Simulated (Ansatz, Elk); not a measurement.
# LuBe3: X-ray structure factors from the self-consistent density

Structure refinements treat a crystal as free atoms side by side. For a made-up structure of LuBe3 (cell and positions from a PBE relaxation) the runs below show what the calculated density changes in F(hkl).

Main program and level: Elk 11.2.3 (patched build); DFT, PBE, all-electron APW+lo, Dirac cores, scalar-relativistic bands, static density, no spin.

This account leaves out most program logs.

The structure was built from a prototype and need not be the compound's stable phase.

## (1) Starting point

The structure is cubic, space group Fm-3m (No. 225). Conventional cell: a = 5.878 Å, b = 5.878 Å, c = 5.878 Å, α = 90.00°, β = 90.00°, γ = 90.00°. Lu has 8 Be at 2.55 Å nearest. Nearest to Be lie 4 Be at 2.55 Å and 4 Lu at 2.55 Å. Nearest to Be lie 8 Be at 2.55 Å. Farther neighbours are not listed.

As a file:

```cif
data_structure
_symmetry_space_group_name_H-M 'Fm-3m'
_symmetry_Int_Tables_number 225
_cell_length_a 5.8783
_cell_length_b 5.8783
_cell_length_c 5.8783
_cell_angle_alpha 90.000
_cell_angle_beta 90.000
_cell_angle_gamma 90.000
_cell_volume 203.12
loop_
_atom_site_label
_atom_site_type_symbol
_atom_site_symmetry_multiplicity
_atom_site_Wyckoff_symbol
_atom_site_fract_x
_atom_site_fract_y
_atom_site_fract_z
_atom_site_occupancy
Lu1 Lu 4 a 0.00000 0.00000 0.00000 1
Be1 Be 8 c 0.25000 0.25000 0.75000 1
Be2 Be 4 b 0.50000 0.00000 0.00000 1
```

## (2) Ground state and structure factors

An all-electron density is needed, since X-rays see the cores too. Task 0 finds the density and task 195 Fourier-transforms it; tshift is off so that phases refer to the origin typed.

elk.in reads:

```
tasks
  0
  195

xctype
  20

spinpol
  .false.

rgkmax
  7.0

gmaxvr
  14.0

lmaxo
  7

lmaxapw
  8

swidth
  0.002

tshift
  .false.

ramdisk
  .false.

hmaxvr
  5.5

maxscl
  120

epspot
  1e-06

sppath
  './'

avec
  0.00000000000 5.55417621309 5.55417621309
  5.55417621309 0.00000000000 5.55417621309
  5.55417621309 5.55417621309 -0.00000000000

atoms
  2
  'Lu.in'
  1
  0.0000000000 -0.0000000000 -0.0000000000   0.000000 0.000000 0.000000
  'Be.in'
  3
  0.7500000000 0.7500000000 0.7500000000   0.000000 0.000000 0.000000
  0.2500000000 0.2500000000 0.2500000000   0.000000 0.000000 0.000000
  0.5000000000 0.5000000000 0.5000000000   0.000000 0.000000 0.000000

ngridk
  7 7 7
```

Run with:

```console
$ OMP_NUM_THREADS=4 elk
```

It took 13 s on 4 threads of Arm Neoverse V2, shared host; peak memory 0.16 GiB.

SFACRHO.OUT:

```text

h k l indices transformed by vhmat matrix:
   1.000000000       0.000000000       0.000000000    
   0.000000000       1.000000000       0.000000000    
   0.000000000       0.000000000       1.000000000    

      h      k      l  multipl.   |H|            Re(F)            Im(F)           |F|

      0      0      0      1   0.0000000       82.999999      0.31536860E-17   82.999999    
     -1      0      0      8  0.97969490       60.980177     -0.10598830E-14   60.980177    
     -1      0     -1      6   1.1312542       59.585821      0.20694314E-14   59.585821    
      1      0     -1     12   1.5998351       62.731807      0.44113554E-15   62.731807    
     -2     -1     -2     24   1.8759729       52.674356     -0.41133436E-14   52.674356    
      0      2      0      8   1.9593898       51.894178     -0.45521310E-15   51.894178    
     -2      0     -2      6   2.2625084       55.316310      0.36242585E-14   55.316310    
      0     -2      1     24   2.4655114       46.976583      0.11779155E-14   46.976583    
     -2      1     -1     24   2.5295613       46.404864      0.17346378E-14   46.404864    
     -3     -2     -3     24   2.7709956       50.259015      0.68202669E-14   50.259015    
     -3      0      0      8   2.9390847       42.914037     -0.31138771E-14   42.914037    
      1     -2     -2     24   2.9390847       42.887181     -0.33941264E-14   42.887181    
     -4     -2     -2     12   3.1996701       46.387934      0.62559475E-14   46.387934    
      1      2     -2     48   3.3462951       39.773996      0.16621302E-15   39.773996    
     -3     -3     -4     24   3.3937627       39.436706      0.63720089E-14   39.436706    
      3      0      3      6   3.3937627       39.419257     -0.56719256E-14   39.419257    
     -1     -3     -4     24   3.5773400       43.279129      0.58103529E-14   43.279129    
      0     -4     -1     24   3.7090650       37.266486     -0.29787638E-14   37.266486
```

Elk indexes on the primitive cell of elk.in and gives |H| = 4π sin θ/λ in inverse bohr. Below, one row stands for each form hkl of the conventional cell (m members, Friedel mates merged), F is for one primitive cell and the density is static (no thermal factor). Free-atom factors are Waasmaier and Kirfel's, and R is Σm||F|−|F'||/Σm|F|.

| hkl | m | sin θ/λ (Å⁻¹) | abs F, DFT | neutral atoms | diff. |
| --- | --- | --- | --- | --- | --- |
| 111 | 8 | 0.147 | 60.980 | 61.137 | -0.157 |
| 200 | 6 | 0.170 | 59.586 | 59.826 | -0.240 |
| 220 | 12 | 0.241 | 62.732 | 62.942 | -0.210 |
| 311 | 24 | 0.282 | 52.674 | 52.789 | -0.114 |
| 222 | 8 | 0.295 | 51.894 | 51.965 | -0.071 |
| 400 | 6 | 0.340 | 55.316 | 55.482 | -0.166 |
| 331 | 24 | 0.371 | 46.977 | 47.109 | -0.133 |
| 420 | 24 | 0.380 | 46.405 | 46.525 | -0.120 |
| 422 | 24 | 0.417 | 50.259 | 50.380 | -0.121 |
| 333 | 8 | 0.442 | 42.914 | 43.002 | -0.088 |
| 511 | 24 | 0.442 | 42.887 | 43.002 | -0.115 |
| 440 | 12 | 0.481 | 46.388 | 46.522 | -0.134 |
| 531 | 48 | 0.503 | 39.774 | 39.871 | -0.097 |
| 442 | 24 | 0.510 | 39.437 | 39.529 | -0.092 |
| 600 | 6 | 0.510 | 39.419 | 39.529 | -0.109 |
| 620 | 24 | 0.538 | 43.279 | 43.435 | -0.156 |
| 533 | 24 | 0.558 | 37.267 | 37.361 | -0.095 |
| 622 | 24 | 0.564 | 36.982 | 37.080 | -0.098 |

## (3) The highest occupied states alone

An energy window below the Fermi level keeps the highest occupied states, to see at which angles they scatter; shallow core shells can lie inside it and anion s states outside. No new self-consistency is needed.

elk.in: that of step 2 with these lines changed.

```diff
@@ -1,3 +1,2 @@
 tasks
-  0
   195
@@ -40,2 +39,5 @@
 
+wsfac
+  -0.181410 0.559580
+
 sppath
```

Run with:

```console
$ OMP_NUM_THREADS=4 elk
```

Elapsed: 4.2 s, on 4 threads; peak memory 0.16 GiB; 6 s of CPU time.

States within 12 eV below the Fermi level hold 23.00 electrons; any levels below the window count with the cores. Their amplitudes can exceed the total, where window and core parts have opposite phase:

| hkl | sin θ/λ (Å⁻¹) | abs F, window | abs F, all |
| --- | --- | --- | --- |
| 111 | 0.147 | 12.253 | 60.980 |
| 200 | 0.170 | 11.790 | 59.586 |
| 220 | 0.241 | 10.804 | 62.732 |
| 311 | 0.282 | 9.846 | 52.674 |
| 222 | 0.295 | 9.610 | 51.894 |
| 400 | 0.340 | 8.381 | 55.316 |
| 331 | 0.371 | 7.838 | 46.977 |
| 420 | 0.380 | 7.639 | 46.405 |
| 422 | 0.417 | 6.807 | 50.259 |
| 333 | 0.442 | 6.372 | 42.914 |

## (4) Another functional

The difference from free atoms is small, so it is set against the change that PBEsol makes.

elk.in: that of step 3 with these lines changed.

```diff
@@ -1,2 +1,3 @@
 tasks
+  0
   195
@@ -4,3 +5,3 @@
 xctype
-  20
+  22
 
@@ -39,5 +40,2 @@
 
-wsfac
-  -0.181410 0.559580
-
 sppath
```

Run with:

```console
$ OMP_NUM_THREADS=4 elk
```

Wall time 13 s (4 threads); peak memory 0.16 GiB.

Against the first run R = 0.01 %; the largest change is -0.016 at 220.

## (5) Basis size

A smaller basis shows how fast F responds to it; the change is likely larger than the basis error of the first run, but doesn't show convergence.

elk.in: that of step 4 with these lines changed.

```diff
@@ -5,3 +5,3 @@
 xctype
-  22
+  20
 
@@ -11,3 +11,3 @@
 rgkmax
-  7.0
+  5.5
```

Run with:

```console
$ OMP_NUM_THREADS=4 elk
```

The job ended after 12 s (4 threads; peak memory 0.16 GiB; 27 s of CPU time).

Against the first run R = 0.00 %; the largest change is +0.005 at 331.

## (6) A coarser k-mesh

About half the k-points along each axis test the sampling.

elk.in: that of step 5 with these lines changed.

```diff
@@ -11,3 +11,3 @@
 rgkmax
-  5.5
+  7.0
 
@@ -60,2 +60,2 @@
 ngridk
-  7 7 7
+  4 4 4
```

Run with:

```console
$ OMP_NUM_THREADS=4 elk
```

Run time: 10 s. Hardware: 4 threads; peak memory 0.16 GiB; 20 s of CPU time.

Against the first run R = 0.00 %; the largest change is -0.010 at 200.

## (7) Settings against the effect

| run | R against the first run (%) | R against neutral atoms, low angle (%) | wall time |
| --- | --- | --- | --- |
| PBE, rgkmax 7 | 0.00 | 0.26 | 13 s |
| PBEsol | 0.01 | 0.27 | 13 s |
| rgkmax 5.5 | 0.00 | 0.26 | 12 s |
| k-mesh 4×4×4 | 0.00 | 0.26 | 10 s |

## (8) Outcome

* R against neutral atoms, sin θ/λ < 0.3 Å⁻¹: 0.26 %
* R against neutral atoms, 0.3 to 0.81 Å⁻¹: 0.21 %

What this shows: Independent neutral atoms miss the calculated amplitudes by R = 0.26 % below 0.3 Å⁻¹ and 0.21 % from there to 0.81 Å⁻¹; by shells, 0.26 % below 0.15 Å⁻¹ (1 form), 0.26 % 0.15 to 0.3 (4 forms), 0.26 % 0.3 to 0.45 (6 forms), 0.21 % above 0.45 (29 forms). Bonding, aspherical density and the tables' own atoms all enter these figures, and the runs don't part them. The largest change of an amplitude is -0.24 electrons, at 200. The window's part falls from 23.0 electrons at the origin to at most 5.60 between 0.45 and 0.81 Å⁻¹, where compact states inside the window still scatter. Below 0.3 Å⁻¹ the changes that finished (PBEsol, rgkmax 5.5 and k-mesh 4×4×4) move F by R = 0.02 % at most, against the 0.26 % that separates it from free atoms. Spin-orbit coupling is left out, which can matter for elements this heavy. Part of the difference isn't bonding: the tables are fits to free atoms and ions calculated by other methods than this functional. Thermal motion, anomalous dispersion and extinction are left out.

[Logs are printed without paths, hosts, clocks, repeated set-up lines and the standing remarks that a program may print on its own settings, such as how far it seeks lower states.]

[Hosts, paths, dates, database ids (printed as entryN), source tags and the programs' standing remarks are cut or masked in the printed files.]
